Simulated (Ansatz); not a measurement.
# How TiC (Fm-3m) expands on warming

Aim: the lattice, expansion, heat capacity and bulk modulus of TiC as it warms.

Measurements to reproduce:
- heat capacity C_P per formula unit 33.9 J/mol/K near room temperature (given in “High-Throughput Prediction of Finite-Temperature Properties using the Quasi-Harmonic Approximation”, 2016, arXiv:1603.06924)

Main program and level: Ansatz 0.2.0; DFT LDA, scalar-relativistic, plane waves, PAW, in the first sound run; inputs show where later runs differ.

The database entry behind the starting cell differs from later determinations by our own check (0.1 to 0.3 % short, probably kX units), so it need not match the best structure at ambient conditions.

### 1. The structure

Symmetry: Fm-3m, No. 225, cubic system. The conventional cell has a = 4.319 Å, b = 4.319 Å, c = 4.319 Å, α = 90.00°, β = 90.00°, γ = 90.00°. Nearest to Ti lie 6 C at 2.16 Å. Nearest to C lie 6 Ti at 2.16 Å. Farther neighbours are not listed.

### 2. A first coarse run

A cheap single point shows whether the cell is a metal or an insulator and how far it is from rest; that sets the k-mesh and the occupations of what follows.

input.yaml

```yaml
crystal:
  lattice:
    - [0.0, 2.1593, 2.1593]
    - [2.1593, 0.0, 2.1593]
    - [2.1593, 2.1593, 0.0]
  atoms:
    - { symbol: Ti, position: [0.0, 0.0, 0.0] }
    - { symbol: C, position: [0.5, 0.5, 0.5] }
kpoints:
  mp_grid: { grid: [8, 8, 8] }
hamiltonian:
  xc: lda
scf:
  occupations: { method: gaussian, width: 0.1 }
  lower_state_search: "off"
output:
  forces: true
  stress: true
  eigenvalues: true
```

Run with:

```bash
$ ansatz run input.yaml --threads 8 --pin off --max-ram 16384MiB --backend cpu --events-out ev --progress --plain --runs-dir out
```

Numbers of over 12 decimals in the logs are rounded to 6 here.

The program printed:

```text
Engine: ansatz 0.2.0, aarch64-unknown-linux-gnu
Pseudopotentials: kind: paw
Pseudopotential: Ti, paw, valence charge 12, recommended cutoff 420 eV (normal), Ti.paw.azcp
Pseudopotential: C, paw, valence charge 4, recommended cutoff 420 eV (normal), C.paw.azcp
Functional definition: SPW92
  exchange = slater_x
  correlation = pw_c
Crystal: 2 atoms, lattice volume = 20.136 Å³
Basis set: ecut = 420 eV, 411 PW (Γ)
Bands: 12, of which v1, the nominal top of the filled ones, is band 8 counted from 1 (7 counted from 0)
Symmetry: 48 space group operations
Space group: Fm-3m (ITA 225), of the structure as read, at distance tolerance 2.7e-5 Å
k-points: 29 of 512
Non-local potential: Ti, projectors of the file, l = 0: 3, l = 1: 2, l = 2: 3, l = 3: 1
Non-local potential: C, projectors of the file, l = 0: 2, l = 1: 2, l = 2: 1
PAW form: soft (Blöchl's): semilocal exchange-correlation on the pseudo side does not see the compensation charge
PAW frozen core: Ti, regenerated for the run's functional, and the local potential with it (the file was generated under x = pbe(κ = 0.804, μ = 0.219515), c = pbe(β = 0.066725))
PAW frozen core: C, regenerated for the run's functional, and the local potential with it (the file was generated under x = pbe(κ = 0.804, μ = 0.219515), c = pbe(β = 0.066725))
PAW one-centre angular grid: Ti, 590 points (default); XC on 64 Gauss nodes
PAW one-centre angular grid: C, 110 points (default); XC on 64 Gauss nodes
Initial density: superposition of atomic densities (neutral atoms: chi_scale 0, normalization atom), corrected by the library's trained network
Initial wavefunctions: pseudopotential atomic-orbital guess
Functional: x = slater, c = lda
SCF iter   1: F=—  HF=-2695.152872 eV  |F-HF|=—  |Δ(HF+E_count)|=         —  Δρ=1.01e-2  dr2=2.48e-2  ethr=1.77e-3  ⟨swp⟩=4.4  Hψ=1743  notcnv=0
preconditioner: auto → none  [insulator: Δε(μ)=0.159 eV  Ē_g=7.809 eV  σ=0.100 eV  W_gap=0.52  n_scr=8 (ndim 8)  ℏωp=23.4 eV  f_vac=0.000  D(μ)=0.35/eV (n_scr^D=0)  ε∞_Penn≈10.0]
SCF iter   2: F=—  HF=-2695.148679 eV  |F-HF|=—  |Δ(HF+E_count)|=   4.19e-3  Δρ=4.45e-3  dr2=4.71e-3  ethr=1.55e-4  ⟨swp⟩=1.0  Hψ=580  notcnv=0
SCF iter   3: F=—  HF=-2695.147830 eV  |F-HF|=—  |Δ(HF+E_count)|=   8.49e-4  Δρ=4.57e-4  dr2=2.83e-5  ethr=2.95e-5  ⟨swp⟩=1.9  Hψ=387  notcnv=0  defer=2
SCF iter   4: F=—  HF=-2695.147819 eV  |F-HF|=—  |Δ(HF+E_count)|=   1.11e-5  Δρ=8.13e-5  dr2=7.05e-7  ethr=1.77e-7  ⟨swp⟩=2.4  Hψ=519  notcnv=0  defer=2
iter 5 did not close the SCF: its close was put off for the readings that it lacked (scf_convergence_deferred on its scf_iter line)
SCF iter   5: F=-2695.147819 eV  HF=-2695.147819 eV  |F-HF|=1.88e-9  |Δ(HF+E_count)|=   1.45e-7  Δρ=1.17e-5  dr2=1.28e-8  ethr=4.40e-9  ⟨swp⟩=1.9  Hψ=388  notcnv=0  defer=2
SCF iter   6: F=-2695.147819 eV  HF=-2695.147819 eV  |F-HF|=4.82e-11  |Δ(HF+E_count)|=   3.59e-9  Δρ=6.64e-7  dr2=7.11e-11  ethr=8.00e-11  ⟨swp⟩=2.0  Hψ=1020  notcnv=0
SCF 1 converged in 6 iterations: F = -2695.147819 eV  dr2 = 7.11e-11
  greatest PAW one-centre occupation: 0.999 electrons in one spin orbital (limit 2), on the Ti atom at site 0 (counted from 0), in its partial waves of l = 0
SCF converged after 6 iterations
Free energy (F): -2695.147819 eV
Harris-Foulkes:  -2695.147819 eV  (|F-HF|=4.82e-11)
Internal energy: -2695.145983 eV  (E = F + TS)
E sigma→0 (E₀):  -2695.146901 eV
Entropy (-TS):   -0.001836 eV (-0.918 meV/atom)
Fermi energy:    14.479904 eV
--- Per-component energies (eV) ---
  E_band       = -110.207477
  E_kinetic    = 362.353899
  E_local      = -774.818921  (includes V_loc(G=0)·N_el)
  E_nonlocal   = 36.908904
  E_hartree    = 312.861606
  E_xc         = -146.316337
  E_vxc        = -183.509225  (∫ρ·V_xc dr)
  E_paw        = -1089.118422  (= ΣΔE_a)
  E_vpaw       = -176.865279  (= ΣTr[D̂ρ^β])
  E_aug_tail   = 0.000123  (compensation charges beyond the density's cutoff)
  E_ewald      = -1397.405618
  E_core_change = 0.388783  (= ΣΔE_core)
  E_smearing   = -0.001836  (= −TS)
  E_closure    = 0.000000  (closes the sum)
  Σ components = -2695.147819   (vs F -2695.147819, Δ=0.00e0)
--- Forces (eV/Å), atoms counted from 1 ---
  atom   1  Ti    -0.00000000    -0.00000000    -0.00000000
  atom   2  C      0.00000000     0.00000000    -0.00000000
  max |Σ_I F_I| component: 3.75e-30 eV/Å
--- Stress (GPa, compression-positive) ---
      -10.503339      -0.000000      -0.000000
       -0.000000     -10.503339      -0.000000
        0.000000      -0.000000     -10.503339
  P = ⅓ Tr σ = -10.5033 GPa (-105.033 kbar)
--- Band table (eV; the first three rows and the last of 29) ---
  k-point 0: bands = [... 4 lower, 2.2629, 15.1705, 15.1705, 15.1705, 16.2318, 16.2318, 16.2318, 16.2732]
  k-point 1: bands = [... 4 lower, 2.6196, 13.8786, 14.2385, 14.2385, 15.6074, 15.6074, 16.7925, 18.3429]
  k-point 2: bands = [... 4 lower, 3.6012, 11.7968, 12.8186, 12.8186, 16.2707, 16.2707, 17.3810, 20.4399]
  k-point 28: bands = [... 4 lower, 5.1909, 11.3961, 11.3961, 11.8162, 17.3227, 17.3227, 18.0597, 19.7894]
```

It took 0.8 s on 8 threads of Arm Neoverse V2, shared host; peak memory 0.26 GiB; 1.5 s of CPU time.

The column dr2 measures how far the density is from self-consistency, as an energy; F and HF (Harris–Foulkes) agree once it is small.

Numbers from this step:

```yaml
pressure: -10.50 GPa
volume_per_atom: 10.07 Å³/atom
gap_on_the_k_mesh: 0 eV
```

The start is under -11 GPa at this level and looks like a metal on this mesh.

### 3. A loose first relaxation

The start is far from rest, so a relaxation with loose thresholds first brings it near the minimum.

input.yaml, as its differences from that of step 2:

```diff
@@ -19 +19,6 @@
   eigenvalues: true
+relax:
+  adjacent_minimum: "off"
+  f_tol: 0.05
+  max_steps: 80
+  cell: { stress_tol: 0.5 }
```

The program printed:

```text
[...]
Crystal: 2 atoms, lattice volume = 20.136 Å³
Basis set: ecut = 420 eV, 411 PW (Γ)
Bands: 12, of which v1, the nominal top of the filled ones, is band 8 counted from 1 (7 counted from 0)
Symmetry: 48 space group operations
[...]
k-points: 29 of 512
[...]
SCF iter   1: F=—  HF=-2695.152872 eV  |F-HF|=—  |Δ(HF+E_count)|=         —  Δρ=1.01e-2  dr2=2.48e-2  ethr=1.77e-3  ⟨swp⟩=4.4  Hψ=1742  notcnv=0
[...]
SCF iter   6: F=-2695.147819 eV  HF=-2695.147819 eV  |F-HF|=4.68e-11  |Δ(HF+E_count)|=   3.87e-9  Δρ=6.88e-7  dr2=7.23e-11  ethr=8.42e-11  ⟨swp⟩=2.0  Hψ=1031  notcnv=0
SCF 1 converged in 6 iterations: F = -2695.147819 eV  dr2 = 7.23e-11
[...]
relax step   1: F+E_penalty+E_count = -2695.14781875 eV  Δ(F+E_penalty+E_count) = +0.000e0 eV  max|allowed force component| = 1.841e-29 eV/Å  Δτ_max = 0.0000 Å  P = -10.503 GPa  Ω = 20.136 Å³  (6 SCF iters, dr2 threshold 1.00e-7 eV, accepted)
Crystal: 2 atoms, lattice volume = 19.426 Å³
Basis set: ecut = 420 eV, 339 PW (Γ)
[...]
iter 1 solved again at ethr=1.16e-4 eV; its pass at ethr=3.10e-3 eV (dr2=1.86e-2 eV) is discarded
[...]
SCF iter   6: F=-2695.175862 eV  HF=-2695.175862 eV  |F-HF|=5.03e-10  |Δ(HF+E_count)|=  7.64e-10  Δρ=1.83e-6  dr2=5.40e-10  ethr=2.60e-11  ⟨swp⟩=1.0  Hψ=1050  notcnv=0
SCF 2 converged in 6 iterations: F = -2695.175862 eV  dr2 = 5.40e-10
relax step   2: F+E_penalty+E_count = -2695.17586220 eV  Δ(F+E_penalty+E_count) = -2.804e-2 eV  max|allowed force component| = 8.546e-30 eV/Å  Δτ_max = 0.0000 Å  P = -1.151 GPa  Ω = 19.426 Å³  energy of the carried Pulay correction = +1.602e-3 eV  (6 SCF iters, dr2 threshold 2.00e-7 eV, accepted)
Crystal: 2 atoms, lattice volume = 19.342 Å³
[...]
SCF iter   6: F=-2695.176340 eV  HF=-2695.176340 eV  |F-HF|=4.09e-12  |Δ(HF+E_count)|=  3.18e-12  Δρ=1.56e-7  dr2=4.63e-12  ethr=1.00e-12  ⟨swp⟩=1.0  Hψ=874  notcnv=0
SCF 3 converged in 6 iterations: F = -2695.176340 eV  dr2 = 4.63e-12
relax step   3: F+E_penalty+E_count = -2695.17633957 eV  Δ(F+E_penalty+E_count) = -4.774e-4 eV  max|allowed force component| = 2.367e-30 eV/Å  Δτ_max = 0.0000 Å  P = +0.070 GPa  Ω = 19.342 Å³  energy of the carried Pulay correction = +1.795e-3 eV  (6 SCF iters, dr2 threshold 2.00e-7 eV, accepted)
[...]
SCF iter   6: F=-2695.174877 eV  HF=-2695.174877 eV  |F-HF|=9.09e-13  |Δ(HF+E_count)|=  4.55e-13  Δρ=5.41e-9  dr2=4.14e-15  ethr=1.00e-12  ⟨swp⟩=1.1  Hψ=814  notcnv=0
SCF 4 converged in 6 iterations: F = -2695.174877 eV  dr2 = 4.14e-15
relax step   4: F+E_penalty+E_count = -2695.17487712 eV  Δ(F+E_penalty+E_count) = +1.462e-3 eV  max|allowed force component| = 2.958e-30 eV/Å  Δτ_max = 0.0000 Å  P = -0.051 GPa  Ω = 19.342 Å³  stress off target by 5.06e-2 GPa  SCF on the basis re-selected at this cell (its energy is not comparable with the rows above)  (6 SCF iters)
basis re-selected at this cell: Δ(F+E_penalty+E_count) = +1.462e-3 eV, ΔP = -0.120 GPa vs the last step (what re-selecting the basis moved, of the pressure what is left beyond the Pulay correction that the steps carried, after the strain that the cell walked since its last selection, with what the two solves' SCF thresholds leave and, on support functions, any second-order correction that the steps lacked; it is no m [...]
SCF converged after 6 iterations
Free energy (F): -2695.174877 eV
[...]
Internal energy: -2695.173154 eV  (E = F + TS)
E sigma→0 (E₀):  -2695.174016 eV
Entropy (-TS):   -0.001723 eV (-0.861 meV/atom)
Fermi energy:    15.186006 eV
[...]
--- Stress (GPa, compression-positive) ---
       -0.050567      -0.000000      -0.000000
       -0.000000      -0.050567      -0.000000
        0.000000      -0.000000      -0.050567
  P = ⅓ Tr σ = -0.0506 GPa (-0.506 kbar)
--- Band table (eV; the first three rows and the last of 29) ---
  k-point 0: bands = [... 4 lower, 2.7875, 15.8881, 15.8881, 15.8881, 16.9901, 16.9901, 16.9901, 17.0647]
  k-point 1: bands = [... 4 lower, 3.1624, 14.5506, 14.9200, 14.9200, 16.3516, 16.3516, 17.5935, 19.2138]
  k-point 2: bands = [... 4 lower, 4.1905, 12.4226, 13.4401, 13.4401, 17.0564, 17.0564, 18.2272, 21.4149]
  k-point 28: bands = [... 4 lower, 5.7864, 12.0283, 12.0283, 12.4260, 18.1662, 18.1662, 18.9682, 20.8118]
--- Relaxed structure (3 steps of the walk, 3 accepted, 1 SCFs on fresh bases) ---
  F+E_penalty+E_count = -2695.17487712 eV   max|allowed force component| = 2.958e-30 eV/Å   (the final SCF, on the basis selected at the relaxed cell)
  cell:  # Å, volume = 19.3419 Å³
    - [0, 2.130540, 2.130540]
    - [2.130540, 0, 2.130540]
    - [2.130540, 2.130540, 0]
  atoms:
    - { symbol: Ti, position: [0, 0, 0] }
    - { symbol: C, position: [0.5, 0.5, 0.5] }
```

It took 1.3 s on 8 threads; peak memory 0.28 GiB; 3.9 s of CPU time.

Relaxation path:

```
step  energy less that of the first step (eV)  largest force component (eV/Å)  pressure (GPa)  volume (Å³)
   1                                   0.0000                          0.0000          -10.50        20.14
   2                                  -0.0280                          0.0000           -1.15        19.43
   3                                  -0.0285                          0.0000            0.07        19.34
  4*                                  -0.0271                          0.0000           -0.05        19.34
```

Relaxation steps marked * repeat the geometry before them on a plane-wave basis chosen anew for their cell, so energy and pressure can jump there.

The run keeps the 48 symmetry operations that it works with, so distortions that break them were not tested.

```
conventional cell, symmetrised  before  after  change
                         a (Å)   4.319  4.261  -1.3 %
                         b (Å)   4.319  4.261  -1.3 %
                         c (Å)   4.319  4.261  -1.3 %
              volume (Å³/atom)   10.07   9.67  -3.9 %
```

Final coordinates:

```
Ti C
1.0
     0.00000    2.13054    2.13054
     2.13054    0.00000    2.13054
     2.13054    2.13054    0.00000
Ti C
1 1
Cartesian
  0.0000 0.0000 0.0000
  2.1305 2.1305 2.1305
```

Numbers from this step:

* pressure: -0.05057 GPa
* volume per atom: 9.671 Å³/atom

The relaxation ends with a pressure of -0.05 GPa.

### 4. Finding the static equilibrium

Phonons are second derivatives about a minimum, so cell and atoms are relaxed first, inside the symmetry of the start.

input.yaml, the sections that differ from step 3:

```yaml
crystal:
  lattice:
    - [0.0, 2.1305402975, 2.1305402975]
    - [2.1305402975, 0.0, 2.1305402975]
    - [2.1305402975, 2.1305402975, 0.0]
  atoms:
    - { symbol: Ti, position: [0.0, 0.0, 0.0] }
    - { symbol: C, position: [0.5, 0.5, 0.5] }
kpoints:
  mp_grid: { grid: [16, 16, 16] }
relax:
  adjacent_minimum: "off"
  f_tol: 0.005
  max_steps: 80
  cell: { stress_tol: 0.05 }
# hamiltonian, scf, output: as in step 3
```

The program printed:

```text
[...]
Crystal: 2 atoms, lattice volume = 19.342 Å³
Basis set: ecut = 420 eV, 339 PW (Γ)
Bands: 12, of which v1, the nominal top of the filled ones, is band 8 counted from 1 (7 counted from 0)
Symmetry: 48 space group operations
[...]
k-points: 145 of 4096
[...]
k-point 144: bands = [... 4 lower, 5.7865, 12.0302, 12.0302, 12.4270, 18.1698, 18.1698, 18.9735, 20.8162]
--- Relaxed structure (2 steps of the walk, 2 accepted, 1 SCFs on fresh bases) ---
[...]
cell:  # Å, volume = 19.3384 Å³
    - [0, 2.130411, 2.130411]
    - [2.130411, 0, 2.130411]
    - [2.130411, 2.130411, 0]
  atoms:
    - { symbol: Ti, position: [0, 0, 0] }
    - { symbol: C, position: [0.5, 0.5, 0.5] }
[key lines of the parts left out:]
SCF converged after 7 iterations
Free energy (F): -2695.176822 eV
Fermi energy:    15.223298 eV
P = ⅓ Tr σ = -0.0099 GPa (-0.099 kbar)
```

Run time: 1.3 s. Hardware: 8 threads; peak memory 0.34 GiB; 7 s of CPU time.

Little changed from the start: no atom moved by 0.005 Å and no cell edge by 0.1 %.

This step gave:

| Property | Result |
| --- | --- |
| pressure | -0.009946 GPa |
| volume per atom | 9.669 Å³/atom |

### 5. Tight relaxation

The relaxation is repeated with tighter thresholds on force and stress, since phonons are sensitive to what is left; a change of mesh or smearing in the input moves the cell too.

input.yaml, the sections that differ from step 4:

```yaml
crystal:
  lattice:
    - [0.0, 2.1304114061, 2.1304114061]
    - [2.1304114061, 0.0, 2.1304114061]
    - [2.1304114061, 2.1304114061, 0.0]
  atoms:
    - { symbol: Ti, position: [0.0, 0.0, 0.0] }
    - { symbol: C, position: [0.5, 0.5, 0.5] }
scf:
  occupations: { method: methfessel_paxton, width: 0.2 }
  lower_state_search: "off"
relax:
  adjacent_minimum: "off"
  f_tol: 0.001
  max_steps: 60
  cell: { stress_tol: 0.01 }
# kpoints, hamiltonian, output: as in step 4
```

The program printed:

```text
[...]
Crystal: 2 atoms, lattice volume = 19.338 Å³
Basis set: ecut = 420 eV, 339 PW (Γ)
Bands: 12, of which v1, the nominal top of the filled ones, is band 8 counted from 1 (7 counted from 0)
Symmetry: 48 space group operations
[...]
k-points: 145 of 4096
[...]
k-point 144: bands = [... 4 lower, 5.7868, 12.0302, 12.0302, 12.4271, 18.1696, 18.1696, 18.9730, 20.8159]
--- Relaxed structure (1 steps of the walk, 1 accepted, 1 SCFs on fresh bases) ---
[...]
cell:  # Å, volume = 19.3384 Å³
    - [0.0, 2.1304114061, 2.1304114061]
    - [2.1304114061, 0.0, 2.1304114061]
    - [2.1304114061, 2.1304114061, 0.0]
  atoms:
    - { symbol: Ti, position: [0.0, 0.0, 0.0] }
    - { symbol: C, position: [0.5, 0.5, 0.5] }
[key lines of the parts left out:]
SCF converged after 5 iterations
Free energy (F): -2695.176159 eV
Fermi energy:    15.226273 eV
P = ⅓ Tr σ = -0.0087 GPa (-0.087 kbar)
```

The job ended after 0.98 s (8 threads; peak memory 0.34 GiB).

Little changed from the start: no atom moved by 0.005 Å and no cell edge by 0.1 %.

Numbers from this step:

```yaml
pressure: -0.008694 GPa
```

The residual pressure is -0.0087 GPa, small enough for phonons.

(Part 1 of 5 ends here.)

[Logs are printed without paths, hosts, clocks, repeated set-up lines and the standing remarks that a program may print on its own settings, such as how far it seeks lower states.]

[Hosts, paths, dates, database ids (printed as entryN), source tags and the programs' standing remarks are cut or masked in the printed files.]

[A step with changed settings may run another functional than the one named; its input shows which.]
